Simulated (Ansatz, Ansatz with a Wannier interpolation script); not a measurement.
# From a coarse GW mesh to bands everywhere: BiOBr (P4/nmm)

Aim: the G0W0 bands of BiOBr (P4/nmm) along the symmetry lines, with the gap off the mesh.

Method: LDA, Wannier functions and G0W0, plane waves, PAW, in Ansatz 0.2.0.

The database entry behind the starting cell differs from later determinations by our own check (0.1 to 0.3 % short, probably kX units), so it need not match the best structure at ambient conditions.

**1. Set-up**

It takes space group P4/nmm (No. 129, tetragonal). Conventional cell: a = 3.916 Å, b = 3.916 Å, c = 8.077 Å, α = 90.00°, β = 90.00°, γ = 90.00°. Bi has 4 O at 2.32 Å and 4 Br at 3.18 Å nearest. Br has 4 Bi at 3.18 Å nearest. Nearest to O lie 4 Bi at 2.32 Å. Farther neighbours and most contacts between anions are not listed.

The cell and positions come from the Crystallography Open Database and are kept as given unless a step says otherwise. Spin-orbit coupling is left out unless a step names it. The default PAW set here is soft_2. Its files were made with PBE.

**2. LDA bands**

Levels along a band path, at the cheap level, show where the edges lie and whether the meshes to come will hold them.

This step: DFT, LDA, plane waves, PAW.

The input, input.yaml:

```yaml
crystal:
  lattice:
    - [3.916, 0.0, 0.0]
    - [0.0, 3.916, 0.0]
    - [0.0, 0.0, 8.077]
  atoms:
    - { symbol: Bi, position: [0.0, 0.5, 0.154] }
    - { symbol: Bi, position: [0.5, 0.0, 0.846] }
    - { symbol: Br, position: [0.0, 0.5, 0.653] }
    - { symbol: Br, position: [0.5, 0.0, 0.347] }
    - { symbol: O, position: [0.0, 0.0, 0.0] }
    - { symbol: O, position: [0.5, 0.5, 0.0] }
kpoints:
  mp_grid: { grid: [4, 4, 2] }
  band_path:
    path:
      - [[0.0, 0.0, 0.0], [0.0, 0.5, 0.0], [0.5, 0.5, 0.0], [0.0, 0.0, 0.0], [0.0, 0.0, 0.5], [0.0, 0.5, 0.5], [0.5, 0.5, 0.5], [0.0, 0.0, 0.5]]
      - [[0.0, 0.5, 0.0], [0.0, 0.5, 0.5]]
      - [[0.5, 0.5, 0.0], [0.5, 0.5, 0.5]]
    npoints: 10
hamiltonian:
  xc: lda
scf:
  occupations: { method: fermi_dirac, width: 0.02 }
  n_extra_bands: 65
output:
  eigenvalues: true
  fatbands: true
  write_density: true
  write_potential: true
  elf: true
  volumetric_format: npy
```

Command:

```console
$ ansatz run input.yaml --threads 3 --pin off --max-ram 92160MiB --backend cuda --events-out ev --progress --plain --runs-dir out --devices 1 --max-vram 13GiB
```

Numbers of over 12 decimals in the logs are rounded to 6 here.

Log:

```text
scf.n_extra_bands = 65 over 28 filled bands (N_el = 56.0): the run solves 93 bands
GPUs: using 1 of 1 available (devices: 1).
Engine: ansatz 0.2.0, x86_64-unknown-linux-gnu
Pseudopotentials: kind: paw
Pseudopotential: Bi, paw, valence charge 15, recommended cutoff 420 eV (normal), Bi.paw.azcp
Pseudopotential: Br, paw, valence charge 7, recommended cutoff 420 eV (normal), Br.paw.azcp
Pseudopotential: O, paw, valence charge 6, recommended cutoff 420 eV (normal), O.paw.azcp
Functional definition: SPW92
  exchange = slater_x
  correlation = pw_c
device memory: the entry about to start is reckoned to put 4.0 GiB on a device that reports 31.3 GiB free (of which the cap on the GPU budget leaves the run 13.0 GiB)
GPU FFT provider: cuFFT
GPU libraries: cuBLAS 13.8.2, cuFFT 12.4.0, cuSOLVER 12.3.4
Crystal: 6 atoms, lattice volume = 123.861 Å³
Basis set: ecut = 420 eV, 2419 PW (Γ)
Bands: 93, of which v1, the nominal top of the filled ones, is band 28 counted from 1 (27 counted from 0)
Symmetry: 16 space group operations
Space group: P4/nmm (ITA 129), of the structure as read, at distance tolerance 5.0e-5 Å
k-points: 12 of 32
Non-local potential: Bi, projectors of the file, l = 0: 2, l = 1: 2, l = 2: 2, l = 3: 2
Non-local potential: Br, projectors of the file, l = 0: 2, l = 1: 2, l = 2: 2
Non-local potential: O, projectors of the file, l = 0: 2, l = 1: 2, l = 2: 1
PAW form: soft (Blöchl's): semilocal exchange-correlation on the pseudo side does not see the compensation charge
PAW frozen core: Bi, regenerated for the run's functional, and the local potential with it (the file was generated under x = pbe(κ = 0.804, μ = 0.219515), c = pbe(β = 0.066725))
PAW frozen core: Br, regenerated for the run's functional, and the local potential with it (the file was generated under x = pbe(κ = 0.804, μ = 0.219515), c = pbe(β = 0.066725))
PAW frozen core: O, regenerated for the run's functional, and the local potential with it (the file was generated under x = pbe(κ = 0.804, μ = 0.219515), c = pbe(β = 0.066725))
PAW one-centre angular grid: Bi, 590 points (default); XC on 64 Gauss nodes
PAW one-centre angular grid: Br, 110 points (default); XC on 64 Gauss nodes
PAW one-centre angular grid: O, 110 points (default); XC on 64 Gauss nodes
Initial density: superposition of atomic densities (neutral atoms: chi_scale 0, normalization atom), corrected by the library's trained network
Initial wavefunctions: pseudopotential atomic-orbital guess
GPU buffer pool allocated for 39366 grid points (all kernels)
GPU transforms: local potential and band sums: pruned to the plane-wave sphere, on 27×27×54
Functional: x = slater, c = lda
SCF iter   1: F=—  HF=-30671.924067 eV  |F-HF|=—  |Δ(HF+E_count)|=         —  Δρ=1.11e-2  dr2=1.43e-1  ethr=1.77e-3  ⟨swp⟩=6.1  Hψ=5717  notcnv=0  defer=481
preconditioner: auto → Resta (q_TF=auto, 2.390 Å⁻¹)  ε∞=1.6  [insulator: Δε(μ)=2.061 eV  Ē_g=31.593 eV  σ=0.020 eV  W_gap=1.00  n_scr=30 (ndim 8)  ℏωp=25.0 eV  f_vac=0.002  D(μ)=0.00/eV (n_scr^D=0)  ε∞_Penn≈1.6]
SCF iter   2: F=—  HF=-30671.895210 eV  |F-HF|=—  |Δ(HF+E_count)|=   2.89e-2  Δρ=4.78e-3  dr2=3.29e-2  ethr=2.54e-4  ⟨swp⟩=2.0  Hψ=1383  notcnv=0  defer=665
SCF iter   3: F=—  HF=-30671.888561 eV  |F-HF|=—  |Δ(HF+E_count)|=   6.65e-3  Δρ=1.02e-3  dr2=1.71e-3  ethr=5.88e-5  ⟨swp⟩=2.2  Hψ=616  notcnv=0  defer=710
SCF iter   4: F=—  HF=-30671.888121 eV  |F-HF|=—  |Δ(HF+E_count)|=   4.40e-4  Δρ=2.37e-4  dr2=1.07e-4  ethr=3.05e-6  ⟨swp⟩=2.8  Hψ=799  notcnv=0  defer=711
SCF iter   5: F=—  HF=-30671.887990 eV  |F-HF|=—  |Δ(HF+E_count)|=   1.32e-4  Δρ=4.37e-5  dr2=1.44e-6  ethr=1.90e-7  ⟨swp⟩=2.4  Hψ=617  notcnv=0  defer=711
SCF iter   6: F=—  HF=-30671.888216 eV  |F-HF|=—  |Δ(HF+E_count)|=   2.26e-4  Δρ=1.30e-5  dr2=4.46e-7  ethr=1.79e-10  ⟨swp⟩=13.6  Hψ=8847  notcnv=0
SCF iter   7: F=-30671.888215 eV  HF=-30671.888215 eV  |F-HF|=2.36e-8  |Δ(HF+E_count)|=   1.46e-7  Δρ=2.84e-6  dr2=2.74e-8  ethr=1.79e-10  ⟨swp⟩=2.0  Hψ=1970  notcnv=0
SCF 1 converged in 7 iterations: F = -30671.888215 eV  dr2 = 2.74e-8
[...]
device memory: the entry about to start is reckoned to put 3.3 GiB on a device that reports 30.3 GiB free (of which the cap on the GPU budget leaves the run 13.0 GiB)
NSCF: frozen V_eff on 93 k-points
SCF converged after 7 iterations
Free energy (F): -30671.888215 eV
Harris-Foulkes:  -30671.888215 eV  (|F-HF|=2.36e-8)
Internal energy: -30671.888215 eV  (E = F + TS)
E sigma→0 (E₀):  -30671.888215 eV
Fermi energy:    8.270149 eV
--- Per-component energies (eV) ---
  E_band       = -239.495257
  E_kinetic    = 1219.291042
  E_local      = -5452.940049  (includes V_loc(G=0)·N_el)
  E_nonlocal   = 1379.507423
  E_hartree    = 1989.920828
  E_xc         = -970.778257
  E_vxc        = -688.185048  (∫ρ·V_xc dr)
  E_paw        = -25321.060253  (= ΣΔE_a)
  E_vpaw       = -677.019321  (= ΣTr[D̂ρ^β])
  E_aug_tail   = 0.003956  (compensation charges beyond the density's cutoff)
  E_ewald      = -3516.430001
  E_core_change = 0.597096  (= ΣΔE_core)
  E_smearing   = -0.000000  (= −TS)
  E_closure    = -0.000000  (closes the sum)
  Σ components = -30671.888215   (vs F -30671.888215, Δ=0.00e0)
--- Band table (eV; the first three rows and the last of 12) ---
  k-point 0: bands = [... 24 lower, 6.2362, 6.5048, 6.5048, 6.5707, 9.5218, 10.4336, 12.1098, 12.1098, ... 61 higher]
  k-point 1: bands = [... 24 lower, 6.2999, 6.8204, 6.8204, 7.1240, 9.3333, 9.6153, 11.9342, 11.9342, ... 61 higher]
  k-point 2: bands = [... 24 lower, 6.6604, 6.7123, 6.9511, 7.1346, 11.0739, 11.3341, 11.3981, 11.8780, ... 61 higher]
  k-point 11: bands = [... 24 lower, 6.1493, 6.1493, 6.2252, 6.2252, 11.2205, 11.2205, 12.4909, 12.4909, ... 61 higher]
```

It took 18 s on 1 × NVIDIA H100 80GB HBM3 (shared by 6 runs) with 3 threads of AMD EPYC 7R13 (Zen 3), shared host; peak memory 1 GiB.

Numbers from this step:

```
filled bands         : 28
gap                  : 2.035 eV
valence top at       : k = (0.000, 0.400, 0.500)
conduction bottom at : k = (0.000, 0.000, 0.400)
least direct gap     : 2.209 eV
```

The gap is indirect, with the least direct gap 0.17 eV higher.

Electronic bands along the path, in eV, zero at the top of the highest nominally filled band:

```tsv
point	band 25	band 26	band 27	band 28	band 29	band 30	band 31	band 32
Γ	-1.06	-0.79	-0.79	-0.72	2.23	3.14	4.82	4.82
halfway	-0.63	-0.58	-0.34	-0.16	3.78	4.04	4.10	4.58
X	-0.55	-0.55	-0.16	-0.16	4.22	4.22	4.75	4.75
halfway	-0.97	-0.97	-0.97	-0.97	3.91	3.91	4.82	4.82
M	-1.07	-1.07	-0.80	-0.80	3.23	3.23	4.97	4.97
halfway	-0.88	-0.52	-0.39	-0.37	3.34	4.37	4.73	4.77
Γ	-1.06	-0.79	-0.79	-0.72	2.23	3.14	4.82	4.82
halfway	-1.10	-0.60	-0.60	-0.45	2.10	2.77	4.73	4.73
Z	-0.99	-0.47	-0.47	-0.17	2.04	2.32	4.64	4.64
halfway	-0.93	-0.52	-0.42	-0.26	3.58	3.83	4.66	4.69
R	-0.56	-0.56	-0.12	-0.12	4.04	4.04	4.80	4.80
halfway	-1.10	-1.10	-0.51	-0.51	3.52	3.52	5.26	5.26
A	-1.15	-1.15	-1.07	-1.07	3.93	3.93	5.20	5.20
halfway	-1.18	-1.05	-0.36	-0.29	3.00	4.22	4.95	5.12
Z	-0.99	-0.47	-0.47	-0.17	2.04	2.32	4.64	4.64
jump to X	-0.55	-0.55	-0.16	-0.16	4.22	4.22	4.75	4.75
halfway	-0.55	-0.55	-0.14	-0.14	4.13	4.13	4.78	4.78
R	-0.56	-0.56	-0.12	-0.12	4.04	4.04	4.80	4.80
jump to M	-1.07	-1.07	-0.80	-0.80	3.23	3.23	4.97	4.97
halfway	-1.07	-1.07	-0.97	-0.97	3.55	3.55	5.09	5.09
A	-1.15	-1.15	-1.07	-1.07	3.93	3.93	5.20	5.20
```

Valence density in the ac plane at fractional y = 0.000, with atoms of Bi and Br and O within 0.2 Å of it. It is the smooth field of the valence electrons, not physical close to the nuclei.

Ten steps, logarithmic in the rise over the least value, from '_' (0.0 e/Å³) to '@' (7.8 e/Å³), each cell a mean:
```
@@%%**==--====++==----++##%%
##**++====**##%%##**====++**
==----==**%%@@@@@@##++------
..::::==**%%@@@@@@%%**--::..
....::--**%%@@@@%%##++--....
____..::==**######++==::..__
____....::--======--::....__
________....::::::....______
____________________________
____________________________
____________....____________
________..::::::::....______
______..::--======--::..____
____..::==++++++++++==::..__
__..::--++++++==++++==--..__
__..::==++++==::==++++--....
__..::--++++++++++++==--....
__....--==++++++++==--::..__
____..::::--======--::....__
..........::::::::..........
::::......__....____....::::
++++--::..__________..::==++
%%##++--::..____....::==**%%
@@@@**==::::::::::::--++##@@
```
Columns run along a (3.9 Å), rows up along c (8.1 Å). Atoms in or near the plane, at fractional coordinates: Bi at (0.50, 0.85), Br at (0.50, 0.35), O at (0.00, 0.00).

Electrostatic potential energy in the ac plane at fractional y = 0.000, with atoms of Bi and Br and O within 0.2 Å of it. With pseudopotentials it is smooth inside the atoms' cores, unlike the true potential.

Ten even steps from '_' (-71 eV) to '@' (14 eV), each cell a mean:
```
--==##@@%%####**##%%%%%%**==
**##%%%%##==::::--++##%%%%##
@@@@@@%%++..______::**%%@@@@
@@@@@@##==________..++%%@@@@
@@@@@@%%**::______--**%%@@@@
@@@@@@%%##++----==**%%@@@@@@
@@@@@@@@%%%%######%%@@@@@@@@
@@@@@@@@@@@@@@@@@@@@@@@@@@@@
@@@@@@@@@@@@@@@@@@@@@@@@@@@@
@@@@@@@@@@@@@@@@@@@@@@@@@@@@
@@@@@@@@@@@@@@@@@@@@@@@@@@@@
@@@@@@@@@@@@@@@@@@@@@@@@@@@@
@@@@@@@@@@@@%%%%%%@@@@@@@@@@
@@@@@@@@%%**==--==##@@@@@@@@
@@@@@@@@**::______==##@@@@@@
@@@@@@@@**..______--##@@@@@@
@@@@@@@@##--..__..==%%@@@@@@
@@@@@@@@@@##++==++%%@@@@@@@@
@@@@@@@@@@@@%%%%@@@@@@@@@@@@
@@@@@@@@@@@@@@@@@@@@@@@@@@@@
@@@@@@@@@@@@@@@@@@@@@@@@@@@@
%%%%@@@@@@@@@@@@@@@@@@@@@@%%
==++%%@@@@@@@@@@@@@@@@@@##++
::==**@@@@@@%%%%@@@@@@%%++--
```
Columns run along a (3.9 Å; values clipped at the 3rd and 97th percentile), rows up along c (8.1 Å). Atoms in or near the plane, at fractional coordinates: Bi at (0.50, 0.85), Br at (0.50, 0.35), O at (0.00, 0.00).

**3. Wannier functions (Bi:6p Br:4p O:2p) on 8×8×4**

Localised functions give a small Hamiltonian that interpolates between mesh points at no cost.

This step: maximally localised Wannier functions, LDA, plane waves, PAW.

input.yaml, the sections that differ from step 2:

```yaml
kpoints:
  mp_grid: { grid: [4, 4, 2] }
scf:
  occupations: { method: fixed }
  n_extra_bands: 65
output:
  wannier:
    kmesh: [8, 8, 4]
    projections:
      - { species: Bi, l: p, shell: 6 }
      - { species: Br, l: p, shell: 4 }
      - { species: O, l: p, shell: 2 }
    minimise: true
    write_hr: true
    seedname: w
    conv_tol: 1.0e-07
    max_iter: 4000
    disentanglement:
      window: [1.91, 15.33]
      frozen_window: [1.91, 12.33]
      conv_tol: 1.0e-08
# crystal, hamiltonian: as in step 2
```

Log:

```text
[...]
GPUs: using 1 of 1 available (devices: 1).
[...]
GPU FFT provider: cuFFT
GPU libraries: cuBLAS 13.8.2, cuFFT 12.4.0, cuSOLVER 12.3.4
Crystal: 6 atoms, lattice volume = 123.861 Å³
Basis set: ecut = 420 eV, 2419 PW (Γ)
Bands: 93, of which v1, the nominal top of the filled ones, is band 28 counted from 1 (27 counted from 0)
Symmetry: 16 space group operations
[...]
k-points: 12 of 32
[...]
GPU buffer pool allocated for 39366 grid points (all kernels)
[...]
SCF iter   1: F=—  HF=-30671.924066 eV  |F-HF|=—  |Δ(HF+E_count)|=         —  Δρ=1.11e-2  dr2=1.42e-1  ethr=1.77e-3  ⟨swp⟩=5.0  Hψ=3848  notcnv=0  defer=746
[...]
SCF iter   7: F=-30671.888215 eV  HF=-30671.888215 eV  |F-HF|=1.31e-8  |Δ(HF+E_count)|=   1.40e-7  Δρ=7.47e-6  dr2=4.93e-8  ethr=1.79e-10  ⟨swp⟩=14.8  Hψ=10331  notcnv=0
SCF 1 converged in 7 iterations: F = -30671.888215 eV  dr2 = 4.93e-8
[...]
NSCF: frozen V_eff on 12 k-points
the band table was solved once the SCF had ended and its energy, with any forces and stress, was formed, with the checks that follow a solve (4504 applications of the Hamiltonian). They found nothing against the state; the energy, forces and stress were not computed again (output.eigenvalues in the input reference)
[...]
the Wannier pass solved 49 of the 256 points of its mesh, and has the states at the others by symmetry: states obtained by the crystal's operations at points that were solved too leave a residual of 4.67e-13 eV (read by the count's bands and the next), within 6.67e-6 eV
SCF converged after 7 iterations
Free energy (F): -30671.888215 eV
[...]
Internal energy: -30671.888215 eV  (E = F + TS)
E sigma→0 (E₀):  -30671.888215 eV
Fermi energy:    7.174529 eV
[...]
--- Band table (eV; the first three rows and the last of 12) ---
  k-point 0: bands = [... 24 lower, 6.2363, 6.5048, 6.5048, 6.5707, 9.5219, 10.4336, 12.1099, 12.1099, ... 61 higher]
  k-point 1: bands = [... 24 lower, 6.2999, 6.8204, 6.8204, 7.1241, 9.3334, 9.6154, 11.9342, 11.9342, ... 61 higher]
  k-point 2: bands = [... 24 lower, 6.6604, 6.7123, 6.9511, 7.1346, 11.0739, 11.3342, 11.3982, 11.8780, ... 61 higher]
  k-point 11: bands = [... 24 lower, 6.1493, 6.1493, 6.2251, 6.2251, 11.2205, 11.2205, 12.4909, 12.4909, ... 61 higher]
Wannier search: line search 1 of at most 4000: gauge-dependent spread (as the search counts it) 1.4412044 Å², largest recent change 3.4e-1 Å² and fall left 1.5e-4 Å² against conv_tol 1.0e-7 Å², 0 stops escaped
WARN: <dir> 1170 periodic images of 1090 elements of H(R) lie 4.88e-4 to 1.95e-3 Å beyond their element's nearest image, near the 9.77e-4 Å window within which an element is shared among its images; whether they share it moves the interpolated H(k) by 1.1e-3 eV (Frobenius norm, root mean square over the Brillouin zone); at the model's own mesh points H(k) does not change
```

The job ended after 13 s (1 × NVIDIA H100 80GB HBM3 (shared by 6 runs) with 3 threads; peak memory 1.2 GiB).

This step gave:

```yaml
gauge_invariant_spread: 33.87 Å²
diagonal_spread: 0.03672 Å²
off_diagonal_spread: 1.256 Å²
total_spread: 35.16 Å²
least_projectability: 0.4783
localisation_steps: 55
disentanglement_steps: 20
r_m_s_interpolation_error: 5.26e-4 eV
r_m_s_error_near_the_gap: 5.93e-4 eV
```

Near the gap the model misses directly solved bands by 0.6 meV r.m.s. and by 8 meV at most in the window tested. This tests the starting bands, not the corrections carried with them.

Wannier functions, by row:

```tsv
function	x (Å)	y (Å)	z (Å)	spread (Å²)	nearest atom	distance (Å)
1	-0.162	1.872	1.48	2.901	Bi1	0.299
2	0.161	1.872	1.48	2.901	Bi1	0.299
3	0	2.132	1.482	2.907	Bi1	0.295
4	1.797	-0.086	6.597	2.901	Bi2	0.299
5	2.119	-0.086	6.597	2.901	Bi2	0.299
6	1.958	0.174	6.595	2.907	Bi2	0.295
7	-0.05	1.958	5.263	1.719	Br3	0.051
8	0.05	1.958	5.263	1.719	Br3	0.051
9	0	1.958	5.262	1.687	Br3	0.013
10	1.958	-0.05	2.814	1.719	Br4	0.051
11	1.958	0	2.815	1.687	Br4	0.013
12	1.958	0.05	2.814	1.718	Br4	0.051
13	0.066	-0.001	-0.036	1.226	O5	0.076
14	-0.066	-0.001	-0.036	1.226	O5	0.076
15	0	0.002	0.073	1.296	O5	0.073
16	2.024	1.957	0.036	1.226	O6	0.076
17	1.892	1.957	0.036	1.226	O6	0.076
18	1.958	1.96	-0.073	1.296	O6	0.073
```

Frozen up to 5.03 eV; above it the model need not follow the bands. Electronic bands along the path, in eV, zero at the valence-band top:

(Unchanged from step 2.)

The same for Kohn-Sham, solved directly:

```tsv
point	band 25	band 26	band 27	band 28	band 29	band 30	band 31	band 32
Γ	-1.06	-0.79	-0.79	-0.72	2.23	3.14	4.82	4.82
X	-0.55	-0.55	-0.16	-0.16	4.22	4.22	4.75	4.75
M	-1.07	-1.07	-0.80	-0.80	3.23	3.23	4.97	4.97
Γ	-1.06	-0.79	-0.79	-0.72	2.23	3.14	4.82	4.82
Z	-0.99	-0.47	-0.47	-0.17	2.04	2.32	4.64	4.64
R	-0.56	-0.56	-0.12	-0.12	4.04	4.04	4.80	4.80
A	-1.15	-1.15	-1.07	-1.07	3.93	3.93	5.20	5.20
Z	-0.99	-0.47	-0.47	-0.17	2.04	2.32	4.64	4.64
X	-0.55	-0.55	-0.16	-0.16	4.22	4.22	4.75	4.75
R	-0.56	-0.56	-0.12	-0.12	4.04	4.04	4.80	4.80
M	-1.07	-1.07	-0.80	-0.80	3.23	3.23	4.97	4.97
A	-1.15	-1.15	-1.07	-1.07	3.93	3.93	5.20	5.20
```

(Continued in part 2 of 2.)

[Paths, hosts, dates, memory and timing lines, banners, echoed tables and standing remarks are left out of the program output.]

[Logs are printed without paths, hosts, clocks, repeated set-up lines and the standing remarks that a program may print on its own settings, such as how far it seeks lower states.]

[Runs of the session that timed out or met a known fault of the program may be left out.]

[Hosts, paths, dates, database ids (printed as entryN), source tags and the programs' standing remarks are cut or masked in the printed files.]
